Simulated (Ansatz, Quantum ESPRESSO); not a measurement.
# AgSb (Pm-3m): from the cell to the phonon bands

Aim: the phonon dispersion of AgSb (Pm-3m), checked by a second program.

Main program and level: Quantum ESPRESSO 7.5; DFT LDA, scalar-relativistic, plane waves, JTH PAW pseudopotentials.

The structure was built from a prototype and need not be the compound's stable phase.

### 1. Starting point

It takes space group Pm-3m (No. 221, cubic). The conventional cell has a = 3.504 Å, b = 3.504 Å, c = 3.504 Å, α = 90.00°, β = 90.00°, γ = 90.00°. Ag has 8 Sb at 3.03 Å nearest. Nearest to Sb lie 8 Ag at 3.03 Å. Farther neighbours are not listed.

As a file:

```cif
data_structure
_symmetry_space_group_name_H-M 'P 1'
_symmetry_Int_Tables_number 1
_cell_length_a 3.5043
_cell_length_b 3.5043
_cell_length_c 3.5043
_cell_angle_alpha 90.000
_cell_angle_beta 90.000
_cell_angle_gamma 90.000
_cell_volume 43.04
loop_
_atom_site_label
_atom_site_type_symbol
_atom_site_fract_x
_atom_site_fract_y
_atom_site_fract_z
_atom_site_occupancy
Ag1 Ag 0.00000 0.00000 0.00000 1
Sb2 Sb 0.50000 0.50000 0.50000 1
```

### 2. A probe with smearing

Before anything dear is run, a loose run with smearing shows whether this is a metal and how far the cell is from rest.

probe.in reads:

```
&CONTROL
  calculation = 'scf'
  prefix      = 'x'
  outdir      = './tmp'
  pseudo_dir  = './pseudo'
  tprnfor     = .true.
  tstress     = .true.
  verbosity   = 'high'
/
&SYSTEM
  ibrav       = 1
  celldm(1)   = 6.62225861
  nat         = 2
  ntyp        = 2
  ecutwfc     = 40.0
  ecutrho     = 200.0
  occupations = 'smearing'
  smearing    = 'gaussian'
  degauss     = 0.01
/
&ELECTRONS
  conv_thr         = 1.0d-07
  mixing_beta      = 0.7
  electron_maxstep = 100
/
ATOMIC_SPECIES
 Ag    107.8682  Ag.upf
 Sb    121.7600  Sb.upf
ATOMIC_POSITIONS crystal
 Ag     0.000000000   0.000000000   0.000000000
 Sb     0.500000000   0.500000000   0.500000000
K_POINTS automatic
 6 6 6 0 0 0
```

Launch:

```bash
OMP_NUM_THREADS=1 mpirun -n 4 pw.x -nk 4 -in probe.in > probe.out
```

Output:

```text
[banners, grids, parts of the stress and lines that vanish by symmetry left out]
Program PWSCF v.7.5
     file Ag.upf: wavefunction(s)  0S 5P 0P 4D 0D renormalized
     file Sb.upf: wavefunction(s)  0S 0P 4D 0D renormalized
[...]
kinetic-energy cutoff     =      40.0000  Ry
     charge density cutoff     =     200.0000  Ry
     scf convergence threshold =      1.0E-07
[...]
Exchange-correlation= SLA PW NOGX NOGC
                           (   1   4   0   0   0   0   0)
[...]
48 Sym. Ops., with inversion, found
[...]
(     0          1          0      )
                  (     0          0          1      )
[...]
(  0.0000000  1.0000000  0.0000000 )
                  (  0.0000000  0.0000000  1.0000000 )
[...]
(     0         -1          0      )
[...]
(  0.0000000 -1.0000000  0.0000000 )
[...]
(     0          0          1      )
                  (     1          0          0      )
[...]
( -1.0000000  0.0000000  0.0000000 )
                  (  0.0000000  1.0000000  0.0000000 )
[...]
number of k points=    20  Gaussian smearing, width (Ry)=  0.0100
[...]
End of self-consistent calculation
[...]
the Fermi energy is    12.9067 ev
!    total energy              =    -810.34786739 Ry
[...]
convergence has been achieved in   7 iterations
[...]
atom    1 type  1   force =     0.00000000    0.00000000    0.00000000
     atom    2 type  2   force =     0.00000000    0.00000000    0.00000000
[...]
Total force =     0.000000     Total SCF correction =     0.000000
[...]
total   stress  (Ry/bohr**3)                   (kbar)     P=      -18.95
[...]
XML data file, charge density, pseudopotentials, collected wavefunctions

   JOB DONE.
```

Run time: 3.2 s. Hardware: 4 MPI ranks of Arm Neoverse V1, shared host; 13 s of CPU time.

Read from the output:

```yaml
volume_per_atom: 21.52 Å³
pressure: -1.895 GPa
gap_on_the_k_mesh: 0 eV
```

No gap opens on this mesh, so smearing is kept; the start stands at -1.9 GPa.

### 3. Relaxing the cell and atoms

The relaxation runs at a cutoff a fifth above that of the response, since stress converges more slowly with the basis than frequencies do. Forces and stress are brought to rest with tight thresholds.

relax.in reads:

```
&CONTROL
  calculation   = 'vc-relax'
  prefix        = 'x'
  outdir        = './tmp'
  pseudo_dir    = './pseudo'
  tprnfor       = .true.
  tstress       = .true.
  forc_conv_thr = 2.0d-05
  etot_conv_thr = 1.0d-07
  nstep         = 40
/
&SYSTEM
  ibrav       = 1
  celldm(1)   = 6.62225861
  nat         = 2
  ntyp        = 2
  ecutwfc     = 48
  ecutrho     = 240.0
  occupations = 'smearing'
  smearing    = 'mv'
  degauss     = 0.02
/
&ELECTRONS
  conv_thr         = 1.0d-11
  mixing_beta      = 0.7
  electron_maxstep = 100
/
&IONS
/
&CELL
  press_conv_thr = 0.2
/
ATOMIC_SPECIES
 Ag    107.8682  Ag.upf
 Sb    121.7600  Sb.upf
ATOMIC_POSITIONS crystal
 Ag     0.000000000   0.000000000   0.000000000
 Sb     0.500000000   0.500000000   0.500000000
K_POINTS automatic
 10 10 10 0 0 0
```

Launch:

```bash
OMP_NUM_THREADS=1 mpirun -n 4 pw.x -nk 4 -in relax.in > relax.out
```

Output:

```text
[banners, grids, parts of the stress and lines that vanish by symmetry left out]
[banner, memory and clock lines left out]
Program PWSCF v.7.5

[...]
kinetic-energy cutoff     =      48.0000  Ry
     charge density cutoff     =     240.0000  Ry
     scf convergence threshold =      1.0E-11
[...]
energy convergence thresh.=      1.0E-07
     force convergence thresh. =      2.0E-05
     press convergence thresh. =      2.0E-01
     Exchange-correlation= SLA PW NOGX NOGC
                           (   1   4   0   0   0   0   0)
[...]
48 Sym. Ops., with inversion, found
[...]
number of k points=    56  Marzari-Vanderbilt smearing, width (Ry)=  0.0200
[...]
c_bands:  1 eigenvalues not converged
[...]
End of self-consistent calculation
[...]
the Fermi energy is    12.8355 ev
!    total energy              =    -810.34812239 Ry
[...]
convergence has been achieved in  11 iterations
[...]
atom    1 type  1   force =     0.00000000    0.00000000    0.00000000
     atom    2 type  2   force =     0.00000000    0.00000000    0.00000000
     Total force =     0.000000     Total SCF correction =     0.000000
[...]
total   stress  (Ry/bohr**3)                   (kbar)     P=      -19.89
[...]
number of bfgs steps    =   0
[...]
CELL_PARAMETERS (alat=  6.62225861)
[...]
ATOMIC_POSITIONS (crystal)
Ag               0.0000000000        0.0000000000        0.0000000000
Sb               0.5000000000        0.5000000000        0.5000000000
[...]
New effective cutoffs (rho, wfc):  241.08   48.33
[...]
End of self-consistent calculation
[...]
the Fermi energy is    13.0238 ev
!    total energy              =    -810.34843644 Ry
[...]
convergence has been achieved in  16 iterations
[...]
atom    1 type  1   force =     0.00000000    0.00000000    0.00000000
     atom    2 type  2   force =     0.00000000    0.00000000    0.00000000
     Total force =     0.000000     Total SCF correction =     0.000000
[...]
total   stress  (Ry/bohr**3)                   (kbar)     P=      -11.52
[...]
number of bfgs steps    =   1
[...]
CELL_PARAMETERS (alat=  6.62225861)
[...]
ATOMIC_POSITIONS (crystal)
Ag               0.0000000000        0.0000000000        0.0000000000
Sb               0.5000000000        0.5000000000        0.5000000000
[...]
New effective cutoffs (rho, wfc):  243.32   48.77
[...]
End of self-consistent calculation
[...]
the Fermi energy is    13.2834 ev
!    total energy              =    -810.34858507 Ry
[...]
convergence has been achieved in  18 iterations
[...]
atom    1 type  1   force =     0.00000000    0.00000000    0.00000000
     atom    2 type  2   force =     0.00000000    0.00000000    0.00000000
     Total force =     0.000000     Total SCF correction =     0.000000
[...]
total   stress  (Ry/bohr**3)                   (kbar)     P=        0.60
[...]
number of bfgs steps    =   2
[...]
CELL_PARAMETERS (alat=  6.62225861)
[...]
ATOMIC_POSITIONS (crystal)
[...]
New effective cutoffs (rho, wfc):  243.21   48.75
[...]
End of self-consistent calculation
[...]
the Fermi energy is    13.2705 ev
!    total energy              =    -810.34858545 Ry
[...]
convergence has been achieved in  12 iterations
[...]
atom    1 type  1   force =     0.00000000    0.00000000    0.00000000
     atom    2 type  2   force =     0.00000000    0.00000000    0.00000000
     Total force =     0.000000     Total SCF correction =     0.000000
[...]
total   stress  (Ry/bohr**3)                   (kbar)     P=       -0.02
[...]
number of bfgs steps    =   3
[...]
small trust_radius: resetting bfgs history
[...]
CELL_PARAMETERS (alat=  6.62225861)
[...]
ATOMIC_POSITIONS (crystal)
[...]
New effective cutoffs (rho, wfc):  243.21   48.75
[...]
End of self-consistent calculation
[...]
the Fermi energy is    13.2708 ev
!    total energy              =    -810.34858545 Ry
[...]
convergence has been achieved in   8 iterations
[...]
atom    1 type  1   force =     0.00000000    0.00000000    0.00000000
     atom    2 type  2   force =     0.00000000    0.00000000    0.00000000
     Total force =     0.000000     Total SCF correction =     0.000000
[...]
total   stress  (Ry/bohr**3)                   (kbar)     P=       -0.01
[...]
bfgs converged in   5 scf cycles and   4 bfgs steps
[...]
End of BFGS Geometry Optimization
     Final enthalpy           =    -810.3485854482 Ry
     File ./tmp/x.bfgs deleted, as requested
[...]
CELL_PARAMETERS (alat=  6.62225861)
[...]
ATOMIC_POSITIONS (crystal)
Ag               0.0000000000        0.0000000000        0.0000000000
Sb               0.5000000000        0.5000000000        0.5000000000
[...]
Final scf calculation at the relaxed structure.
[...]
kinetic-energy cutoff     =      48.0000  Ry
     charge density cutoff     =     240.0000  Ry
     scf convergence threshold =      1.0E-13
[...]
press convergence thresh. =      2.0E-01
     Exchange-correlation= SLA PW NOGX NOGC
                           (   1   4   0   0   0   0   0)
[...]
48 Sym. Ops., with inversion, found
[...]
number of k points=    56  Marzari-Vanderbilt smearing, width (Ry)=  0.0200
[...]
c_bands:  1 eigenvalues not converged
     c_bands:  1 eigenvalues not converged
[...]
End of self-consistent calculation
[...]
the Fermi energy is    13.2708 ev
!    total energy              =    -810.34853028 Ry
[...]
convergence has been achieved in  13 iterations
[...]
atom    1 type  1   force =     0.00000000    0.00000000    0.00000000
     atom    2 type  2   force =     0.00000000    0.00000000    0.00000000
     Total force =     0.000000     Total SCF correction =     0.000000
[...]
total   stress  (Ry/bohr**3)                   (kbar)     P=        0.10
[...]
XML data file, charge density, pseudopotentials, collected wavefunctions
```

Wall time 50 s (4 MPI ranks).

Relaxation path:

| step | energy less that of the first step (eV) | largest force (eV/Å) | pressure (GPa) | volume (Å³) |
| --- | --- | --- | --- | --- |
| 1 | 0.0000 | 0.0000 | -1.99 | 43.03 |
| 2 | -0.0043 | 0.0000 | -1.15 | 42.60 |
| 3 | -0.0063 | 0.0000 | 0.06 | 42.02 |
| 4 | -0.0063 | 0.0000 | 0.00 | 42.04 |
| 5 | -0.0063 | 0.0000 | 0.00 | 42.04 |
| 6 | -0.0055 | 0.0000 | 0.01 | 42.04 |

```
conventional cell, symmetrised  before  after  change
                         a (Å)   3.504  3.477  -0.8 %
                         b (Å)   3.504  3.477  -0.8 %
                         c (Å)   3.504  3.477  -0.8 %
              volume (Å³/atom)   21.52  21.02  -2.3 %
```

The relaxed structure:

```xyz
2
Lattice="3.4772 0.0000 0.0000 0.0000 3.4772 0.0000 0.0000 0.0000 3.4772" Properties=species:S:1:pos:R:3 pbc="T T T"
Ag    0.0000    0.0000    0.0000
Sb    1.7386    1.7386    1.7386
```

The last row of the table of steps is pw.x's closing run on a basis chosen anew for the final cell, so its energy can jump.

Numbers from this step:

```
volume per atom : 21.02 Å³
pressure        : 0.01 GPa
```

The volume changes by -2.3 % from the cell with which this run began.

### 4. Ground state

The response is built on this ground state, so it is converged far tighter than an energy would need. Smearing stays on, as the first look found no gap above 0.3 eV.

scf.in reads:

```
&CONTROL
  calculation = 'scf'
  prefix      = 'x'
  outdir      = './tmp'
  pseudo_dir  = './pseudo'
  tprnfor     = .true.
  tstress     = .true.
/
&SYSTEM
  ibrav       = 1
  celldm(1)   = 6.57101527
  nat         = 2
  ntyp        = 2
  ecutwfc     = 40.0
  ecutrho     = 200.0
  occupations = 'smearing'
  smearing    = 'mv'
  degauss     = 0.02
/
&ELECTRONS
  conv_thr         = 1.0d-12
  mixing_beta      = 0.7
  electron_maxstep = 100
/
ATOMIC_SPECIES
 Ag    107.8682  Ag.upf
 Sb    121.7600  Sb.upf
ATOMIC_POSITIONS crystal
 Ag     0.000000000   0.000000000   0.000000000
 Sb     0.500000000   0.500000000   0.500000000
K_POINTS automatic
 10 10 10 0 0 0
```

Launch:

```bash
OMP_NUM_THREADS=1 mpirun -n 4 pw.x -nk 4 -in scf.in > scf.out
```

Output:

```text
[banners, grids, parts of the stress and lines that vanish by symmetry left out]
[banner, memory and clock lines left out]
Program PWSCF v.7.5

[...]
kinetic-energy cutoff     =      40.0000  Ry
     charge density cutoff     =     200.0000  Ry
     scf convergence threshold =      1.0E-12
[...]
Exchange-correlation= SLA PW NOGX NOGC
                           (   1   4   0   0   0   0   0)
[...]
48 Sym. Ops., with inversion, found
[...]
number of k points=    56  Marzari-Vanderbilt smearing, width (Ry)=  0.0200
[...]
End of self-consistent calculation
[...]
the Fermi energy is    13.2708 ev
!    total energy              =    -810.34806145 Ry
[...]
convergence has been achieved in  11 iterations
[...]
atom    1 type  1   force =     0.00000000    0.00000000    0.00000000
     atom    2 type  2   force =     0.00000000    0.00000000    0.00000000
     Total force =     0.000000     Total SCF correction =     0.000000
[...]
total   stress  (Ry/bohr**3)                   (kbar)     P=        0.08
[...]
XML data file, charge density, pseudopotentials, collected wavefunctions
```

It took 7.8 s on 4 MPI ranks; 31 s of CPU time.

This step gave:

| Item | Value |
| --- | --- |
| pressure | 0.008 GPa |

The cell stands at 0.008 GPa, close enough for phonons.

(Part 1 of 4 ends here.)

[Host names and launcher messages were left out of these logs when they were recorded.]

[Logs are printed without paths, hosts, clocks, repeated set-up lines and the standing remarks that a program may print on its own settings, such as how far it seeks lower states.]

[Hosts, paths, dates, database ids (printed as entryN), source tags and the programs' standing remarks are cut or masked in the printed files.]
